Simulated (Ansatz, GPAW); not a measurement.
# STM contrast on a 2-layer slab of Rh(110), part 2 of 3

What would a tunnelling microscope show on a 2-layer slab of Rh(110)?

GPAW 26.7.0 and Ansatz 0.2.0; GPAW, PAW setups; slab in vacuum (the session's first sound run).

So far, upper work function (eV): step 2 (relaxation) 4.99.

### Step 3. Plane waves, PBE

The work function is the vacuum plateau of the electrostatic potential less the Fermi level; a dipole layer lets the two faces have plateaus of their own.

File run.py:

```python
import json
import numpy as np
from ase import Atoms
from ase.dft.stm import STM
from gpaw import GPAW, PW

slab = Atoms(
    ['Rh', 'Rh'],
    positions=[
        [1.90000, 1.34350, 7.00000],
        [0.00000, 0.00000, 7.96442]],
    cell=[[3.8, 0.0, 0.0], [0.0, 2.68701, 0.0], [0.0, 0.0, 15.3435]],
    pbc=[True, True, False])

slab.calc = GPAW(mode=PW(400), xc='PBE', kpts={'size': (8, 12, 1), 'gamma': True},
                 occupations={'name': 'fermi-dirac', 'width': 0.1}, nbands='160%',
                 convergence={'density': 1e-05}, maxiter=200,
                 poissonsolver={'dipolelayer': 'xy'},
                 symmetry={'tolerance': 1e-3}, txt='slab.txt')
result = {}
energy = slab.get_potential_energy()
fermi = slab.calc.get_fermi_level()
v = slab.calc.get_electrostatic_potential().mean((0, 1)) - fermi
n = slab.calc.get_pseudo_density().mean((0, 1))
L = slab.cell[2, 2]
z = np.arange(len(v)) * L / len(v)
low, high = slab.positions[:, 2].min(), slab.positions[:, 2].max()
below, above = np.interp([low - 4.8, high + 4.8], z, v)
slopes = [np.interp(x, z, np.gradient(v, z)) for x in (low - 4.8, high + 4.8)]
eps = np.array([[slab.calc.get_eigenvalues(k, s) for k in range(len(slab.calc.get_ibz_k_points()))]
                for s in range(slab.calc.get_number_of_spins())]) - fermi
top, bottom = eps[eps < 0].max(), eps[eps > 0].min()
dipole = slab.get_dipole_moment()[2]
print(f'energy {energy:.4f} eV, Fermi level {fermi:.4f} eV, dipole {dipole:.5f} e A')
print(f'potential 4.8 A off the faces, from the Fermi level: lower {below:.4f} eV, upper {above:.4f} eV')
print(f'slope of the potential there: lower {slopes[0]:.5f}, upper {slopes[1]:.5f} eV/A')
print(f'nearest levels on the mesh: {top:.4f} and {bottom:.4f} eV')
print('magnetic moment', round(slab.get_magnetic_moment(), 3))
result.update(energy=energy, fermi=fermi, dipole=dipole, below=below, above=above, slopes=slopes, edges=[top, bottom],
              z=z.tolist(), v=v.tolist(), n=n.tolist(), positions=slab.positions.tolist(),
              forces=slab.get_forces(apply_constraint=False).tolist(), moments=slab.get_magnetic_moments().tolist())

# Images need the states of the whole zone, up to time reversal
slab.calc = slab.calc.fixed_density(symmetry={'point_group': False}, txt='states.txt', nbands='250%',
                                    convergence={'bands': 'CBM+1.8'})
stm = STM(slab)
result['stm'] = []
for bias in [-2.0, -1.0, 1.5]:
    height = high + 4.0
    current = stm.get_averaged_current(bias, height)
    x, y, h = stm.scan(bias, current)
    i, f = divmod(height / L * stm.ldos.shape[2], 1)
    I = abs((1 - f) * stm.ldos[:, :, int(i)] + f * stm.ldos[:, :, int(i) + 1])
    print(f'bias {bias} V: mean current at 4.0 A {current:.4e}, corrugation {np.ptp(h):.4f} A')
    result['stm'].append(dict(bias=bias, current=current, h=(h - high).tolist(), I=I.tolist()))
json.dump(result, open('result.json', 'w'))
```

Command:

```console
OMP_NUM_THREADS=1 OPENBLAS_NUM_THREADS=1 python run.py
```

What it wrote:

```text
energy -12.1037 eV, Fermi level -2.0276 eV, dipole -0.00000 e A
potential 4.8 A off the faces, from the Fermi level: lower 4.9885 eV, upper 4.9887 eV
slope of the potential there: lower -0.00021, upper 0.00030 eV/A
nearest levels on the mesh: -0.0222 and 0.0006 eV
magnetic moment 0.0
bias -2.0 V: mean current at 4.0 A 1.5183e-05, corrugation 0.2762 A
bias -1.0 V: mean current at 4.0 A 8.3765e-06, corrugation 0.4193 A
bias 1.5 V: mean current at 4.0 A 4.4848e-05, corrugation 0.0865 A
```

It took 3.2 min on 1 thread of Arm Neoverse N1, shared host; peak memory 0.33 GiB.

This step gave:

| Item | Value |
| --- | --- |
| dipole along the normal | -1.15e-7 e·Å |
| levels nearest the Fermi level on the mesh | -0.02219, 6.21e-4 eV from the Fermi level |
| lower work function | 4.988 eV |
| corrugation -2 | 0.2762 Å |
| corrugation -1 | 0.4193 Å |
| corrugation 1.5 | 0.08654 Å |

Table of electrostatic potential energy of an electron (without an applied field's), less the Fermi level, planar mean by z:

```
z (Å)  electrostatic potential energy of an electron (without an applied field's), less the Fermi level, planar mean (eV)
  0.0                                                                                                                4.99
  0.5                                                                                                                4.99
  1.0                                                                                                                4.99
  1.5                                                                                                                4.99
  2.0                                                                                                                4.99
  2.5                                                                                                                4.99
  3.0                                                                                                                4.99
  3.5                                                                                                                4.99
  4.0                                                                                                                4.98
  4.5                                                                                                                4.94
  5.0                                                                                                                4.80
  5.5                                                                                                                4.26
  6.0                                                                                                                2.12
  6.5                                                                                                               -5.73
  7.0                                                                                                               -16.4
  7.5                                                                                                               -15.6
  8.0                                                                                                               -16.1
  8.5                                                                                                               -4.90
  9.0                                                                                                                2.39
  9.5                                                                                                                4.33
 10.0                                                                                                                4.82
 10.5                                                                                                                4.95
 11.0                                                                                                                4.98
 11.5                                                                                                                4.99
 12.0                                                                                                                4.99
 12.5                                                                                                                4.99
 13.0                                                                                                                4.99
 13.5                                                                                                                4.99
 14.0                                                                                                                4.99
 14.5                                                                                                                4.99
 15.0                                                                                                                4.99
```

The pseudo valence density, planar mean by z:

```
z (Å)  pseudo valence density, planar mean (e/Å³)
 0.00                                           0
 0.43                                           0
 0.85                                           0
 1.28                                           0
 1.70                                           0
 2.13                                      3.1e-6
 2.56                                      9.9e-6
 2.77                                      1.7e-5
 3.20                                      5.6e-5
 3.62                                      1.8e-4
 4.05                                      5.7e-4
 4.48                                     0.00181
 4.90                                     0.00576
 5.33                                      0.0184
 5.75                                      0.0608
 6.18                                       0.208
 6.61                                       0.789
 7.03                                        1.73
 7.46                                        1.12
 7.67                                        1.33
 8.10                                        1.53
 8.52                                       0.448
 8.95                                       0.131
 9.38                                      0.0379
 9.80                                      0.0117
10.23                                     0.00366
10.66                                     0.00116
11.08                                      3.6e-4
11.51                                      1.1e-4
11.93                                      3.6e-5
12.36                                      1.1e-5
12.57                                      6.3e-6
13.00                                      2.0e-6
13.43                                           0
13.85                                           0
14.28                                           0
14.70                                           0
15.13                                           0
```

Tip height over the top atom over a1 and a2. Sample bias -2 V, constant current at the mean current 4.0 Å over the top atom.

Values in Å, 14 rows by 16 columns, each cell a mean:
```
4.11 4.11 4.09 4.06 4.01 3.96 3.91 3.87 3.86 3.88 3.92 3.97 4.02 4.07 4.09 4.11
4.12 4.11 4.09 4.06 4.01 3.96 3.91 3.87 3.85 3.87 3.92 3.96 4.02 4.06 4.09 4.11
4.11 4.11 4.09 4.05 4.00 3.95 3.91 3.87 3.85 3.87 3.91 3.96 4.01 4.06 4.09 4.11
4.11 4.10 4.07 4.04 3.99 3.94 3.90 3.86 3.85 3.87 3.91 3.95 3.99 4.04 4.08 4.10
4.10 4.09 4.06 4.02 3.97 3.93 3.89 3.86 3.84 3.86 3.90 3.94 3.98 4.03 4.07 4.09
4.09 4.08 4.05 4.01 3.96 3.92 3.89 3.85 3.84 3.86 3.89 3.93 3.97 4.02 4.06 4.08
4.08 4.07 4.05 4.01 3.96 3.92 3.88 3.85 3.84 3.86 3.89 3.93 3.97 4.01 4.05 4.07
4.09 4.08 4.05 4.01 3.96 3.92 3.89 3.85 3.84 3.86 3.89 3.93 3.97 4.02 4.06 4.08
4.10 4.09 4.06 4.02 3.97 3.93 3.89 3.86 3.84 3.86 3.90 3.94 3.98 4.03 4.07 4.09
4.11 4.10 4.07 4.04 3.99 3.94 3.90 3.86 3.85 3.87 3.91 3.95 3.99 4.04 4.08 4.10
4.11 4.11 4.09 4.05 4.00 3.95 3.91 3.87 3.85 3.87 3.91 3.96 4.01 4.06 4.09 4.11
4.12 4.11 4.09 4.06 4.01 3.96 3.91 3.87 3.85 3.87 3.92 3.96 4.02 4.06 4.09 4.11
4.11 4.11 4.09 4.06 4.01 3.96 3.91 3.87 3.86 3.88 3.92 3.97 4.02 4.07 4.09 4.11
4.11 4.11 4.09 4.06 4.01 3.96 3.91 3.87 3.86 3.88 3.92 3.97 4.02 4.06 4.09 4.11
```
Columns: a1 from 0 to 0.944; rows upwards: a2 from 0 to 0.929.

Local density of states summed over the bias window over a1 and a2. Sample bias -2 V, constant height 4.0 Å over the top atom.

Values in units of 1e-5 arbitrary, 14 rows by 16 columns, each cell a mean:
```
2.1 2.1 2.0 1.8 1.6 1.4 1.2 1.1 1.1 1.1 1.2 1.4 1.6 1.8 2.0 2.1
2.1 2.1 2.0 1.8 1.6 1.4 1.2 1.1 1.0 1.1 1.2 1.4 1.6 1.8 2.0 2.1
2.1 2.1 1.9 1.8 1.5 1.3 1.2 1.0 1.0 1.1 1.2 1.3 1.6 1.8 1.9 2.1
2.0 2.0 1.8 1.7 1.5 1.3 1.1 1.0 1.0 1.1 1.2 1.3 1.5 1.7 1.9 2.0
2.0 1.9 1.8 1.6 1.4 1.3 1.1 1.0 1.0 1.1 1.1 1.3 1.4 1.6 1.8 1.9
1.9 1.9 1.7 1.6 1.4 1.2 1.1 1.0 1.0 1.1 1.1 1.2 1.4 1.6 1.7 1.9
1.9 1.8 1.7 1.6 1.4 1.2 1.1 1.0 1.0 1.1 1.1 1.2 1.4 1.6 1.7 1.8
1.9 1.9 1.7 1.6 1.4 1.2 1.1 1.0 1.0 1.1 1.1 1.2 1.4 1.6 1.7 1.9
2.0 1.9 1.8 1.6 1.4 1.3 1.1 1.0 1.0 1.1 1.1 1.3 1.4 1.6 1.8 1.9
2.0 2.0 1.8 1.7 1.5 1.3 1.1 1.0 1.0 1.1 1.2 1.3 1.5 1.7 1.9 2.0
2.1 2.1 1.9 1.8 1.5 1.3 1.2 1.0 1.0 1.1 1.2 1.3 1.6 1.8 1.9 2.1
2.1 2.1 2.0 1.8 1.6 1.4 1.2 1.1 1.0 1.1 1.2 1.4 1.6 1.8 2.0 2.1
2.1 2.1 2.0 1.8 1.6 1.4 1.2 1.1 1.1 1.1 1.2 1.4 1.6 1.8 2.0 2.1
2.1 2.1 2.0 1.8 1.6 1.4 1.2 1.1 1.1 1.1 1.2 1.4 1.6 1.8 2.0 2.1
```
Columns: a1 from 0 to 0.944; rows upwards: a2 from 0 to 0.929.

Tip height over the top atom over a1 and a2. Sample bias -1 V, constant current at the mean current 4.0 Å over the top atom.

Ten even steps from '_' (3.73 Å) to '@' (4.15 Å):
```
@@@@@@%%##**==--..__..--==**##%%@@@@
@@@@@@%%##**==--..__..--==**##%%@@@@
@@@@@@%%##++==--..__..--==++##%%@@@@
@@@@%%%%**++==::______::==++**%%%%@@
@@@@%%##**++--::______::--++**##%%@@
%%%%%%##++==--..______..--==++##%%%%
%%%%%%##++==--..______..--==++##%%%%
%%%%%%##++==--..______..--==++##%%%%
@@@@%%##**++--::______::--++**##%%@@
@@@@%%%%**++==::______::==++**%%%%@@
@@@@@@%%##++==--..__..--==++##%%@@@@
@@@@@@%%##**==--..__..--==**##%%@@@@
@@@@@@%%##**==--..__..--==**##%%@@@@
@@@@@@%%##**==--..__..--==**##%%@@@@
```
Columns: a1 from 0 to 0.944; rows upwards: a2 from 0 to 0.929.

Local density of states summed over the bias window over a1 and a2. Sample bias -1 V, constant height 4.0 Å over the top atom.

Ten even steps from '0' (0.46 × 1e-5 arbitrary) to '9' (1.32 × 1e-5 arbitrary):
```
998764210001246789
998764210001246789
998753200000235789
887643100000134678
877542100000124577
776532100000123567
776532100000123567
776532100000123567
877542100000124577
887643100000134678
998753200000235789
998764210001246789
998764210001246789
998764210001246789
```
Columns: a1 from 0 to 0.944; rows upwards: a2 from 0 to 0.929.

Tip height over the top atom over a1 and a2. Sample bias 1.5 V, constant current at the mean current 4.0 Å over the top atom.

Ten even steps from '_' (3.957 Å) to '@' (4.044 Å):
```
@@@@%%##**==::..______..::==**##%%@@
@@@@%%##++==::..______..::==++##%%@@
@@@@%%##++==::..______..::==++##%%@@
@@%%%%##++--::..______..::--++##%%%%
%%%%##**++--..__________..--++**##%%
%%%%##**++--..__________..--++**##%%
%%%%##**++--..__________..--++**##%%
%%%%##**++--..__________..--++**##%%
%%%%##**++--..__________..--++**##%%
@@%%%%##++--::..______..::--++##%%%%
@@@@%%##++==::..______..::==++##%%@@
@@@@%%##++==::..______..::==++##%%@@
@@@@%%##**==::..______..::==**##%%@@
@@@@@@%%**==::..______..::==**%%@@@@
```
Columns: a1 from 0 to 0.944; rows upwards: a2 from 0 to 0.929.

Local density of states summed over the bias window over a1 and a2. Sample bias 1.5 V, constant height 4.0 Å over the top atom.

Values in units of 1e-5 arbitrary, 14 rows by 16 columns, each cell a mean:
```
4.9 4.8 4.8 4.6 4.5 4.4 4.3 4.2 4.2 4.2 4.3 4.4 4.5 4.6 4.8 4.8
4.8 4.8 4.7 4.6 4.5 4.4 4.3 4.2 4.2 4.2 4.3 4.4 4.5 4.6 4.8 4.8
4.8 4.8 4.7 4.6 4.5 4.4 4.3 4.2 4.2 4.2 4.3 4.4 4.5 4.6 4.7 4.8
4.8 4.8 4.7 4.6 4.5 4.4 4.3 4.2 4.2 4.2 4.3 4.4 4.5 4.6 4.7 4.8
4.8 4.7 4.7 4.6 4.4 4.3 4.2 4.2 4.1 4.2 4.2 4.3 4.5 4.6 4.7 4.7
4.8 4.7 4.6 4.5 4.4 4.3 4.2 4.2 4.2 4.2 4.2 4.3 4.4 4.6 4.6 4.7
4.7 4.7 4.6 4.5 4.4 4.3 4.2 4.2 4.2 4.2 4.2 4.3 4.4 4.5 4.6 4.7
4.8 4.7 4.6 4.5 4.4 4.3 4.2 4.2 4.2 4.2 4.2 4.3 4.4 4.6 4.6 4.7
4.8 4.7 4.7 4.6 4.4 4.3 4.2 4.2 4.1 4.2 4.2 4.3 4.5 4.6 4.7 4.7
4.8 4.8 4.7 4.6 4.5 4.4 4.3 4.2 4.2 4.2 4.3 4.4 4.5 4.6 4.7 4.8
4.8 4.8 4.7 4.6 4.5 4.4 4.3 4.2 4.2 4.2 4.3 4.4 4.5 4.6 4.7 4.8
4.8 4.8 4.7 4.6 4.5 4.4 4.3 4.2 4.2 4.2 4.3 4.4 4.5 4.6 4.8 4.8
4.9 4.8 4.8 4.6 4.5 4.4 4.3 4.2 4.2 4.2 4.3 4.4 4.5 4.6 4.8 4.8
4.9 4.8 4.8 4.6 4.5 4.4 4.3 4.2 4.2 4.2 4.3 4.4 4.5 4.7 4.8 4.8
```
Columns: a1 from 0 to 0.944; rows upwards: a2 from 0 to 0.929.

The potential is flat to 3.0e-4 eV/Å where it is read, so the vacuum is wide enough.

(Continued in part 3 of 3.)

[Logs are printed without paths, hosts, clocks, repeated set-up lines and the standing remarks that a program may print on its own settings, such as how far it seeks lower states.]

[Hosts, paths, dates, database ids (printed as entryN), source tags and the programs' standing remarks are cut or masked in the printed files.]
